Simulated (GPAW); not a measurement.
## How all numerical settings together moves the magnetism of zigzag Rh chain, bond 2.823 A

Two starts of zigzag Rh chain, bond 2.823 A are run at each rung of all numerical settings together. Which rung is enough?

Main program and level: GPAW 26.7.0; LDA; plane waves with GPAW's PAW setups, scalar-relativistic.

**1. Set-up**

The cell holds 2 atoms: 2 Rh. Its edges and angles: a = 12.000 Å, b = 12.000 Å, c = 3.388 Å, α = 90.0°, β = 90.0°, γ = 90.0°. model lattice. Vacuum lies along a and b. The structure's axis is c.

**2. Rung 1 (280 eV, mesh 1×1×4), start ferro ++**

Several settings change at once from rung to rung, from a quick look to a careful run; the headings and inputs name them.

order1.py reads:

```python
import json
import numpy as np
from ase import Atoms
from ase.parallel import paropen, parprint
from gpaw import GPAW

atoms = Atoms(['Rh', 'Rh'],
    cell=[[12.0, 0.0, 0.0],
         [0.0, 12.0, 0.0],
         [0.0, 0.0, 3.3876]],
    scaled_positions=[[0.4059, 0.5, 0.0],
         [0.5941, 0.5, 0.5]],
    pbc=True,
    magmoms=[1.0, 1.0])
atoms.calc = GPAW(mode={'name': 'pw', 'ecut': 280},
    xc='LDA',
    kpts={'size': (1, 1, 4), 'gamma': True},
    occupations={'name': 'fermi-dirac', 'width': 0.2},
    convergence={'density': 0.001, 'energy': 1e-05},
    maxiter=200,
    symmetry={'tolerance': 1e-4},
    txt='order1.txt')
e = atoms.get_potential_energy(force_consistent=True)
res = {'free_energy': e, 'energy_sigma0': atoms.get_potential_energy(), 'fermi_energy': atoms.calc.get_fermi_level()}
res['moments'] = atoms.get_magnetic_moments().tolist()
res['total'] = atoms.get_magnetic_moment()
parprint('site moments (muB):', np.round(res['moments'], 3))
parprint(f"total moment: {res['total']:.3f} muB")
parprint(f'free energy: {e:.6f} eV')
atoms.calc.write('order1.gpw')
with paropen('results.json', 'w') as f:
    json.dump(res, f)
```

The run is started by

```bash
$ OMP_NUM_THREADS=1 python3 order1.py > order1.log
```

Numbers of over 12 decimals in the logs are rounded to 6 here.

The program printed:

```text
site moments (muB): [1.397 1.397]
total moment: 3.145 muB
free energy: -8.217142 eV

--- order1.txt ---
Input parameters:
  mode=PW(ecut=280),
  convergence={'density': 0.001, 'energy': 1e-05},
  kpts=MonkhorstPack(size=(1, 1, 4), gamma=True),
  maxiter=200,
  occupations=Occupations(name='fermi-dirac', width=0.2),
  symmetry=Symmetry(tolerance=0.0001),
  xc=XC(name='LDA')

Diagonalizing LCAO Hamiltonian
Converting LCAO to pw mode
        .----------------------------.
       /|                            |
      / |                            |
     /  |                            |
    /   .----------------------------.
   /   /              Rh            /
  /   /                            /
 *   /                            /
 |  /           Rh               /
 | /                            /
 |/                            /
 *----------------------------*

Atoms  # Å, Bohr magnetons
|   | symbol |        x |        y |        z |    initial magnetic moments |
|---|--------|----------|----------|----------|-----------------------------|
| 0 |     Rh | 4.870800 | 6.000000 | 0.000000 | ( 0.0000,  0.0000,  1.0000) |
| 1 |     Rh | 7.129200 | 6.000000 | 1.693800 | ( 0.0000,  0.0000,  1.0000) |

Unit cell  # Å
| periodic |         x |         y |        z |   lengths |    angles |
|----------|-----------|-----------|----------|-----------|-----------|
|      yes | 12.000000 |  0.000000 | 0.000000 | 12.000000 | 90.000000 |
|      yes |  0.000000 | 12.000000 | 0.000000 | 12.000000 | 90.000000 |
|      yes |  0.000000 |  0.000000 | 3.387600 |  3.387600 | 90.000000 |

Number of symmetries: 4

BZ-sampling:
  Number of BZ points: 4
  Number of IBZ points: 3

  Monkhorst-Pack size: [1, 1, 4]
  Monkhorst-Pack shift: [0.0, 0.0, 0.125]

Plane wave coefficients: 5221
Cutoff: 280.0 eV

Spin-components: 2 (collinear spins)
Bands:           24
Projectors:      12
Spin-degeneracy: 1
Datatype:        complex128

Parallelization:
  kpt:    1
  domain: 1
  band:   1

Density:
  Valence electrons: 30.0
  Components: 2
  Grid points: [48 48 14]
  Charge: 0.0  # |e|

Potential:
  Grid points: [48 48 14]

[... setups left out ...]
Reference energy: -260018.260467  # eV

eigensolver:
  PPCG
  Converge bands: occupied
  niter=2

density mixing:
  MSR1-Mixer
  Pratt-step length: 0.05
  Maximum mixing coefficient: 0.75
  Old densities: 10
  SVD Regularization: 0.005
  Good broyden scale: 1.0
  Trust region scale: 1.0
  Backstep threshold: 4.0
  History deletion threshold: 6.0
  Fourier metric: weight=20.0, sigma=0.015

occupation numbers:
  Fermi-Dirac:
    width: 0.2000  # eV

poisson solver:
  ecut: 2240.0  # eV

xc functional:
  name: None

convergence criteria:
- Maximum integral of absolute [dens]ity change: 0.001 electrons / valence electron
- Maximum [total energy] change in last 3 cyles: 1e-05 eV / valence electron
- Maximum integral of absolute [eigenst]ate change: 4e-08 eV^2 / valence electron
maximum number of iterations: 200

SCF iterations
|iter     |      energy | eigst |  dens |  magmom |
|---------|-------------|-------|-------|---------|
|iter:   1|       0s |  -10.873128 | -0.29 |       |  +1.9905|
|iter:   2|       1s |   -9.854369 | -1.80 | -0.79 |  +1.9639|
|iter:   3|       2s |   -7.618680 | -0.36 | -0.85 |  +1.8584|
|iter:   4|       3s |   -7.581379 | -1.53 | -1.32 |  +1.8993|
|iter:   5|       3s |   -7.696903 | -1.93 | -1.54 |  +2.2363|
|iter:   6|       4s |   -7.744975 | -2.34 | -1.58 |  +2.6977|
|iter:   7|       5s |   -7.753447 | -2.71 | -1.80 |  +2.8834|
|iter:   8|       6s |   -7.769580 | -3.26 | -2.17 |  +3.1394|
|iter:   9|       6s |   -7.765897 | -3.98 | -2.39 |  +3.0866|
|iter:  10|       7s |   -7.772416 | -4.31 | -2.83 |  +3.2088|
|iter:  11|       8s |   -7.771200 | -4.83 | -2.76 |  +3.1806|
|iter:  12|       9s |   -7.768349 | -4.84 | -2.50 |  +3.1331|
|iter:  13|       9s |   -7.769195 | -5.70 | -3.53c|  +3.1477|
|iter:  14|      10s |   -7.768968 | -6.16 | -4.04c|  +3.1433|
|iter:  15|      11s |   -7.769068c| -6.56 | -4.30c|  +3.1448|
|iter:  16|      12s |   -7.769079c| -6.90 | -4.97c|  +3.1450|
|iter:  17|      12s |   -7.769080c| -7.28 | -5.36c|  +3.1450|
|iter:  18|      13s |   -7.769080c| -7.60c| -5.66c|  +3.1449|

Converged in 18 steps
Energy contributions relative to reference atoms: (reference = -260018.260467)

Energy contributions:
  Kinetic:          -9.089766
  Coulomb:           4.976615
  Zero:              0.218389
  External:          0.000000
  Xc:               -3.426257
  Entropy:          -0.896124
  Spinorbit:         0.000000
  ----------------------------
  Free energy:      -8.217142
  Extrapolated:     -7.769080

dipole moment: (0.000001, 0.000003, -10.009943)  # |e|*Ang

Total magnetic moment: (0.000000, 0.000000, 3.144943)

Local magnetic moments
|        x |        y |        z |
|----------|----------|----------|
| 0.000000 | 0.000000 | 1.396599 |  # Rh   0
| 0.000000 | 0.000000 | 1.396598 |  # Rh   1

Fermi level: -3.972
Eigenvalues  # (at kpt = [0.000, 0.000, 0.000])
| band index |      eig [eV] | occ [0-1] |      eig [eV] | occ [0-1] |
|------------|---------------|-----------|---------------|-----------|
|          0 |       -49.877 |     1.000 |       -48.881 |     1.000 |
|        ... |               |           |               |           |
|          7 |        -6.636 |     1.000 |        -5.918 |     1.000 |
|          8 |        -5.942 |     1.000 |        -5.122 |     0.997 |
|          9 |        -5.821 |     1.000 |        -4.962 |     0.993 |
|         10 |        -5.275 |     0.999 |        -4.478 |     0.926 |
|         11 |        -5.079 |     0.996 |        -4.148 |     0.706 |
|         12 |        -4.987 |     0.994 |        -4.143 |     0.702 |
|         13 |        -4.940 |     0.992 |        -3.972 |     0.500 |
|         14 |        -4.909 |     0.991 |        -3.963 |     0.489 |
|         15 |        -4.654 |     0.968 |        -3.690 |     0.197 |
|         16 |        -4.134 |     0.692 |        -3.202 |     0.021 |
|         17 |        -3.375 |     0.048 |        -2.938 |     0.006 |
|         18 |        -1.447 |     0.000 |        -1.239 |     0.000 |
|         19 |        -0.802 |     0.000 |        -0.616 |     0.000 |
|         20 |         0.713 |     0.000 |         0.902 |     0.000 |
|         21 |         0.866 |     0.000 |         0.910 |     0.000 |
|         22 |         1.592 |     0.000 |         1.647 |     0.000 |
|         23 |         1.735 |     0.000 |         1.770 |     0.000 |

No gap
No difference between direct/indirect transitions
```

Wall time 16 s (1 MPI rank of Intel Xeon Platinum 8488C (Sapphire Rapids), shared host); peak memory 0.21 GiB.

Numbers from this step:

- magnetization: 3.145 μB
- final state: ferromagnetic
- largest moment: 1.397 μB

After 18 cycles the largest moment stands at 1.40 μB.

**3. Rung 1 (280 eV, mesh 1×1×4), start antiferro +-**

The second start gives the energy difference between the two end states, the quantity that is followed up the ladder.

order2.py is the script of step 2 with these lines changed:

```diff
@@ -13,3 +13,3 @@
     pbc=True,
-    magmoms=[1.0, 1.0])
+    magmoms=[1.0, -1.0])
 atoms.calc = GPAW(mode={'name': 'pw', 'ecut': 280},
@@ -21,3 +21,3 @@
     symmetry={'tolerance': 1e-4},
-    txt='order1.txt')
+    txt='order2.txt')
 e = atoms.get_potential_energy(force_consistent=True)
@@ -29,3 +29,3 @@
 parprint(f'free energy: {e:.6f} eV')
-atoms.calc.write('order1.gpw')
+atoms.calc.write('order2.gpw')
 with paropen('results.json', 'w') as f:
```

The run is started by

```bash
$ OMP_NUM_THREADS=1 python3 order2.py > order2.log
```

The program printed:

```text
site moments (muB): [ 0.548 -0.548]
total moment: 0.000 muB
free energy: -8.074743 eV

--- order2.txt ---
Input parameters:
  mode=PW(ecut=280),
  convergence={'density': 0.001, 'energy': 1e-05},
  kpts=MonkhorstPack(size=(1, 1, 4), gamma=True),
  maxiter=200,
  occupations=Occupations(name='fermi-dirac', width=0.2),
  symmetry=Symmetry(tolerance=0.0001),
  xc=XC(name='LDA')

Diagonalizing LCAO Hamiltonian
Converting LCAO to pw mode
        .----------------------------.
       /|                            |
      / |                            |
     /  |                            |
    /   .----------------------------.
   /   /              Rh            /
  /   /                            /
 *   /                            /
 |  /           Rh               /
 | /                            /
 |/                            /
 *----------------------------*

Atoms  # Å, Bohr magnetons
|   | symbol |        x |        y |        z |    initial magnetic moments |
|---|--------|----------|----------|----------|-----------------------------|
| 0 |     Rh | 4.870800 | 6.000000 | 0.000000 | ( 0.0000,  0.0000,  1.0000) |
| 1 |     Rh | 7.129200 | 6.000000 | 1.693800 | ( 0.0000,  0.0000, -1.0000) |

Number of symmetries: 4

BZ-sampling:
  Number of BZ points: 4
  Number of IBZ points: 3

  Monkhorst-Pack size: [1, 1, 4]
  Monkhorst-Pack shift: [0.0, 0.0, 0.125]

Plane wave coefficients: 5221
Cutoff: 280.0 eV

Spin-components: 2 (collinear spins)
Bands:           22
Projectors:      12
Spin-degeneracy: 1
Datatype:        complex128

Parallelization:
  kpt:    1
  domain: 1
  band:   1

Density:
[...]
|iter:  15|      10s |   -7.465267 | -6.22 | -3.63c|  +0.0000|
|iter:  16|      10s |   -7.465207 | -6.90 | -3.93c|  +0.0000|
|iter:  17|      11s |   -7.465124c| -7.36 | -4.37c|  +0.0000|
|iter:  18|      12s |   -7.465077c| -7.59c| -4.78c|  +0.0000|

Converged in 18 steps
Energy contributions relative to reference atoms: (reference = -260018.260467)

Energy contributions:
  Kinetic:         -10.635611
  Coulomb:           6.390779
  Zero:              0.219873
  External:          0.000000
  Xc:               -2.830453
  Entropy:          -1.219332
  Spinorbit:         0.000000
  ----------------------------
  Free energy:      -8.074743
  Extrapolated:     -7.465077

dipole moment: (-0.000001, 0.000003, -10.008591)  # |e|*Ang

Total magnetic moment: (0.000000, 0.000000, 0.000044)

Local magnetic moments
|        x |        y |         z |
|----------|----------|-----------|
| 0.000000 | 0.000000 |  0.547581 |  # Rh   0
| 0.000000 | 0.000000 | -0.547543 |  # Rh   1

Fermi level: -4.108
Eigenvalues  # (at kpt = [0.000, 0.000, 0.000])
| band index |      eig [eV] | occ [0-1] |      eig [eV] | occ [0-1] |
|------------|---------------|-----------|---------------|-----------|
|          0 |       -49.501 |     1.000 |       -49.501 |     1.000 |
|        ... |               |           |               |           |
|          7 |        -6.284 |     1.000 |        -6.284 |     1.000 |
|          8 |        -5.582 |     0.999 |        -5.582 |     0.999 |
|          9 |        -5.386 |     0.998 |        -5.386 |     0.998 |
|         10 |        -4.918 |     0.983 |        -4.917 |     0.983 |
[...]
|         18 |        -1.325 |     0.000 |        -1.325 |     0.000 |
|         19 |        -0.709 |     0.000 |        -0.709 |     0.000 |
|         20 |         0.821 |     0.000 |         0.821 |     0.000 |
|         21 |         0.893 |     0.000 |         0.893 |     0.000 |

No gap
No difference between direct/indirect transitions
```

Run time: 15 s. Hardware: 1 MPI rank; peak memory 0.21 GiB.

Read from the output:

- magnetization: 0 μB
- final state: antiferromagnetic
- largest moment: 0.5476 μB

This start lies +71.2 meV a seeded atom from the first; its largest moment is 0.548 μB.

**4. Rung 2 (380 eV, mesh 1×1×6), start ferro ++**

order1.py is the script of step 2 with these lines changed:

```diff
@@ -14,6 +14,6 @@
     magmoms=[1.0, 1.0])
-atoms.calc = GPAW(mode={'name': 'pw', 'ecut': 280},
+atoms.calc = GPAW(mode={'name': 'pw', 'ecut': 380},
     xc='LDA',
-    kpts={'size': (1, 1, 4), 'gamma': True},
-    occupations={'name': 'fermi-dirac', 'width': 0.2},
+    kpts={'size': (1, 1, 6), 'gamma': True},
+    occupations={'name': 'fermi-dirac', 'width': 0.15},
     convergence={'density': 0.001, 'energy': 1e-05},
```

The run is started by

```bash
$ OMP_NUM_THREADS=1 python3 order1.py > order1.log
```

The program printed:

```text
site moments (muB): [1.493 1.493]
total moment: 3.386 muB
free energy: -8.638251 eV

--- order1.txt ---
Input parameters:
  mode=PW(ecut=380),
  convergence={'density': 0.001, 'energy': 1e-05},
  kpts=MonkhorstPack(size=(1, 1, 6), gamma=True),
  maxiter=200,
  occupations=Occupations(name='fermi-dirac', width=0.15),
  symmetry=Symmetry(tolerance=0.0001),
  xc=XC(name='LDA')

Diagonalizing LCAO Hamiltonian
[...]
|         10 |        -5.237 |     1.000 |        -4.407 |     0.969 |
|         11 |        -5.051 |     1.000 |        -4.057 |     0.754 |
[...]
|         20 |         0.715 |     0.000 |         0.920 |     0.000 |
|         21 |         0.869 |     0.000 |         0.923 |     0.000 |
|         22 |         1.594 |     0.000 |         1.658 |     0.000 |
|         23 |         1.798 |     0.000 |         1.775 |     0.000 |

No gap
No difference between direct/indirect transitions


[key lines of the parts left out:]
Free energy:      -8.638251
Converged in 17 steps
dipole moment: (0.000003, 0.000003, -10.000900)  # |e|*Ang
Fermi level: -3.888
```

Wall time 26 s (1 MPI rank); peak memory 0.27 GiB.

Read from the output:

- magnetization: 3.386 μB
- final state: ferromagnetic
- largest moment: 1.493 μB

The largest moment moves by +0.10 μB from rung 1, at 1.6 times its CPU time.

**5. Rung 2 (380 eV, mesh 1×1×6), start antiferro +-**

order2.py is the script of step 3 with these lines changed:

```diff
@@ -14,6 +14,6 @@
     magmoms=[1.0, -1.0])
-atoms.calc = GPAW(mode={'name': 'pw', 'ecut': 280},
+atoms.calc = GPAW(mode={'name': 'pw', 'ecut': 380},
     xc='LDA',
-    kpts={'size': (1, 1, 4), 'gamma': True},
-    occupations={'name': 'fermi-dirac', 'width': 0.2},
+    kpts={'size': (1, 1, 6), 'gamma': True},
+    occupations={'name': 'fermi-dirac', 'width': 0.15},
     convergence={'density': 0.001, 'energy': 1e-05},
```

The run is started by

```bash
$ OMP_NUM_THREADS=1 python3 order2.py > order2.log
```

The program printed:

```text
site moments (muB): [ 0.597 -0.596]
total moment: 0.000 muB
free energy: -8.429291 eV

--- order2.txt ---
Input parameters:
  mode=PW(ecut=380),
  convergence={'density': 0.001, 'energy': 1e-05},
  kpts=MonkhorstPack(size=(1, 1, 6), gamma=True),
  maxiter=200,
  occupations=Occupations(name='fermi-dirac', width=0.15),
  symmetry=Symmetry(tolerance=0.0001),
  xc=XC(name='LDA')

Diagonalizing LCAO Hamiltonian
[...]
|          9 |        -5.254 |     1.000 |        -5.254 |     1.000 |
|         10 |        -4.810 |     0.996 |        -4.810 |     0.996 |
[...]
|         18 |        -1.293 |     0.000 |        -1.293 |     0.000 |
|         19 |        -0.676 |     0.000 |        -0.676 |     0.000 |
|         20 |         0.844 |     0.000 |         0.844 |     0.000 |
|         21 |         0.898 |     0.000 |         0.898 |     0.000 |

No gap
No difference between direct/indirect transitions


[key lines of the parts left out:]
Free energy:      -8.429291
Converged in 17 steps
dipole moment: (-0.000002, 0.000003, -9.987654)  # |e|*Ang
Fermi level: -3.988
```

Wall time 24 s (1 MPI rank); peak memory 0.27 GiB.

Numbers from this step:

| Property | Result |
| --- | --- |
| magnetization | 0 μB |
| final state | antiferromagnetic |
| largest moment | 0.5965 μB |

This start lies +104.5 meV a seeded atom from the first, a change of +33.3 meV since rung 1; its largest moment is 0.597 μB.

**6. Rung 3 (500 eV, mesh 1×1×8), start ferro ++**

order1.py is the script of step 4 with these lines changed:

```diff
@@ -14,6 +14,6 @@
     magmoms=[1.0, 1.0])
-atoms.calc = GPAW(mode={'name': 'pw', 'ecut': 380},
+atoms.calc = GPAW(mode={'name': 'pw', 'ecut': 500},
     xc='LDA',
-    kpts={'size': (1, 1, 6), 'gamma': True},
-    occupations={'name': 'fermi-dirac', 'width': 0.15},
+    kpts={'size': (1, 1, 8), 'gamma': True},
+    occupations={'name': 'fermi-dirac', 'width': 0.1},
     convergence={'density': 0.001, 'energy': 1e-05},
```

The run is started by

```bash
$ OMP_NUM_THREADS=1 python3 order1.py > order1.log
```

The program printed:

```text
site moments (muB): [1.473 1.473]
total moment: 3.223 muB
free energy: -8.633177 eV

--- order1.txt ---
Input parameters:
  mode=PW(ecut=500),
  convergence={'density': 0.001, 'energy': 1e-05},
  kpts=MonkhorstPack(size=(1, 1, 8), gamma=True),
  maxiter=200,
  occupations=Occupations(name='fermi-dirac', width=0.1),
  symmetry=Symmetry(tolerance=0.0001),
  xc=XC(name='LDA')

Diagonalizing LCAO Hamiltonian
[...]
|         10 |        -5.184 |     1.000 |        -4.403 |     0.995 |
|         11 |        -5.011 |     1.000 |        -4.033 |     0.844 |
[...]
|         20 |         0.737 |     0.000 |         0.911 |     0.000 |
|         21 |         0.876 |     0.000 |         0.917 |     0.000 |
|         22 |         1.596 |     0.000 |         1.650 |     0.000 |
|         23 |         1.803 |     0.000 |         1.770 |     0.000 |

No gap
No difference between direct/indirect transitions


[key lines of the parts left out:]
Free energy:      -8.633177
Converged in 17 steps
dipole moment: (0.000003, 0.000003, -9.993312)  # |e|*Ang
Fermi level: -3.864
```

It took 54 s on 1 MPI rank; peak memory 0.36 GiB.

Read from the output:

* magnetization: 3.223 μB
* final state: ferromagnetic
* largest moment: 1.473 μB

The largest moment moves by -0.02 μB from rung 2, at 2.1 times its CPU time.

**7. Rung 3 (500 eV, mesh 1×1×8), start antiferro +-**

order2.py is the script of step 5 with these lines changed:

```diff
@@ -14,6 +14,6 @@
     magmoms=[1.0, -1.0])
-atoms.calc = GPAW(mode={'name': 'pw', 'ecut': 380},
+atoms.calc = GPAW(mode={'name': 'pw', 'ecut': 500},
     xc='LDA',
-    kpts={'size': (1, 1, 6), 'gamma': True},
-    occupations={'name': 'fermi-dirac', 'width': 0.15},
+    kpts={'size': (1, 1, 8), 'gamma': True},
+    occupations={'name': 'fermi-dirac', 'width': 0.1},
     convergence={'density': 0.001, 'energy': 1e-05},
```

The run is started by

```bash
$ OMP_NUM_THREADS=1 python3 order2.py > order2.log
```

The program printed:

```text
site moments (muB): [ 0.726 -0.726]
total moment: 0.000 muB
free energy: -8.358162 eV

--- order2.txt ---
Input parameters:
  mode=PW(ecut=500),
  convergence={'density': 0.001, 'energy': 1e-05},
  kpts=MonkhorstPack(size=(1, 1, 8), gamma=True),
  maxiter=200,
  occupations=Occupations(name='fermi-dirac', width=0.1),
  symmetry=Symmetry(tolerance=0.0001),
  xc=XC(name='LDA')

Diagonalizing LCAO Hamiltonian
[...]
|          9 |        -5.278 |     1.000 |        -5.278 |     1.000 |
|         10 |        -4.861 |     1.000 |        -4.861 |     1.000 |
[...]
|         18 |        -1.290 |     0.000 |        -1.290 |     0.000 |
|         19 |        -0.673 |     0.000 |        -0.673 |     0.000 |
|         20 |         0.845 |     0.000 |         0.845 |     0.000 |
|         21 |         0.901 |     0.000 |         0.901 |     0.000 |

No gap
No difference between direct/indirect transitions


[key lines of the parts left out:]
Free energy:      -8.358162
Converged in 18 steps
dipole moment: (0.000003, 0.000003, -9.992250)  # |e|*Ang
Fermi level: -4.024
```

The job ended after 54 s (1 MPI rank; peak memory 0.36 GiB).

This step gave:

| Property | Result |
| --- | --- |
| magnetization | 0 μB |
| final state | antiferromagnetic |
| largest moment | 0.7262 μB |

This start lies +137.5 meV a seeded atom from the first, a change of +33.0 meV since rung 2; its largest moment is 0.726 μB.

[end of part 1 of 2]

[Logs and program files are shortened in this print: banners, set-up blocks, solver, clock and traceback lines can be left out without a mark of their own.]

[Logs are printed without paths, hosts, clocks, repeated set-up lines and the standing remarks that a program may print on its own settings, such as how far it seeks lower states.]

[Hosts, paths, dates, database ids (printed as entryN), source tags and the programs' standing remarks are cut or masked in the printed files.]

[Where a cell is said to come from a database of computed structures, the database is the Materials Project.]
